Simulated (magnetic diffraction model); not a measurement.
# Which magnetic order? Na2MnBr4

Space group Pbam (no. 55), a = 7.2580 Å, b = 12.3910 Å, c = 4.0880 Å.

```csv
site,atom,x,y,z
4h,Br,0.2631,0.4576,1/2
4g,Br,0.3823,0.6963,0
2a,Mn,1/2,1/2,0
4h,Na,0.0777,0.6826,1/2
```

The compound is invented for this exercise: a known structure type with other elements, its cell scaled to their sizes and not relaxed.

Only Mn is taken to order (form factors of Mn2+); orders and moment sizes are assumed, and not adapted to the symmetry. Radiation: neutrons of λ = 2.567 Å, 3° to 55°; isotropic B of 0.46 Å² (Br), 0.63 Å² (Mn) and 0.95 Å² (Na). The intensities are simulated: I ∝ L Σ (|F_N|² + |F_M⊥|²) for unpolarised neutrons, with F_M = 2.695 fm/μB × Σ f(s) S exp(2πi Q·r) exp(−B s²) at Q = H ± k (one set where k and −k are equivalent), only the part normal to Q counting and L = 1/(sin²θ cos θ). For collinear order S is the moment m, which repeats by lattice and centring translations R with the sign exp(−2πi k·R). Form factors are spin-only for 3d ions and dipole or tabulated for f ions, scattering lengths are Sears's of 1992, and absorption is left out. A label names one of the reflections at its angle. The strongest nuclear line in the range is 100, and lines under 0.2 are left out.

Above the ordering temperature:

```csv
2θ (°),index,I
23.65,(1 1 0),2.7
23.91,(0 2 0),19.3
31.61,(1 2 0),0.8
36.60,(0 0 1),18.6
41.42,(2 0 0),17.4
41.90,(1 3 0),7.0
43.25,(2 1 0),10.5
44.04,(1 1 1),0.6
44.19,(0 2 1),100.0
48.40,(2 2 0),67.2
48.95,(0 4 0),2.3
49.12,(1 2 1),37.3
53.55,(1 4 0),92.2
```

Below it (cell unchanged):

```tsv
2θ (°)	I
21.24	52.4
23.65	2.7
23.91	19.3
27.23	18.5
31.61	0.8
36.55	5.2
36.60	18.6
37.11	15.3
41.01	9.8
41.42	17.4
41.89	11.3
41.90	7.0
42.70	21.5
43.25	10.5
44.04	0.6
44.19	100.0
45.45	7.8
46.21	15.0
47.58	1.6
48.03	4.8
48.40	67.2
48.95	2.3
49.12	37.3
52.00	4.2
52.69	8.2
53.55	92.2
```

**Question.** Find the propagation vector, then choose among these models:
A. collinear moments along [010], 4.47 μB on Mn; signs + at (1/2, 1/2, 0), − at (0, 0, 0)
B. collinear moments along [111], 4.47 μB on Mn; signs + at (1/2, 1/2, 0), + at (0, 0, 0)
C. collinear moments along [010], 4.47 μB on Mn; signs + at (1/2, 1/2, 0), + at (0, 0, 0)
D. collinear moments along [111], 4.47 μB on Mn; signs + at (1/2, 1/2, 0), − at (0, 0, 0)

The new lines index as (1 1/2 0) at 21.24°, (1 3/2 0) at 27.23°, (1 5/2 0) at 36.55° and (0 1/2 1) at 37.11°, that is as H ± k with k = (0 1/2 0). Half indices mean that the moments reverse under translations with k·R a half-integer, and the magnetic cell has twice the primitive volume.

Magnetic intensity, observed (below minus above) and for each model:

| 2θ (°) | index | observed | A | B | C | D |
| --- | --- | --- | --- | --- | --- | --- |
| 5.94 | (0 1/2 0) | <0.2 | <0.2 | 123.2 | <0.2 | 123.2 |
| 17.88 | (0 3/2 0) | <0.2 | <0.2 | 12.8 | <0.2 | 12.8 |
| 21.24 | (1 1/2 0) | 52.4 | 52.4 | 41.4 | 52.4 | 41.4 |
| 30.02 | (0 5/2 0) | <0.2 | <0.2 | 4.1 | <0.2 | 4.1 |
| 36.55 | (1 5/2 0) | 5.2 | 5.2 | 7.4 | 5.2 | 7.4 |
| 41.89 | (2 1/2 0) | 11.3 | 11.3 | 8.7 | 11.3 | 8.7 |
| 42.51 | (0 7/2 0) | <0.2 | <0.2 | 1.7 | <0.2 | 1.7 |
| 42.70 | (1 1/2 1) | 21.5 | 21.5 | 19.2 | 21.5 | 19.2 |

Models A and C match alike on every line, so these data can't choose among them (such ties are often domains of one structure).

The absence at (0 1/2 0) is telling: Q lies along the moments there, so the part normal to Q vanishes.

The structure used: k = (0 1/2 0), collinear moments along [010], 4.47 μB on Mn; signs + at (1/2, 1/2, 0), + at (0, 0, 0).

[Logs are printed without paths, hosts, clocks, repeated set-up lines and the standing remarks that a program may print on its own settings, such as how far it seeks lower states.]
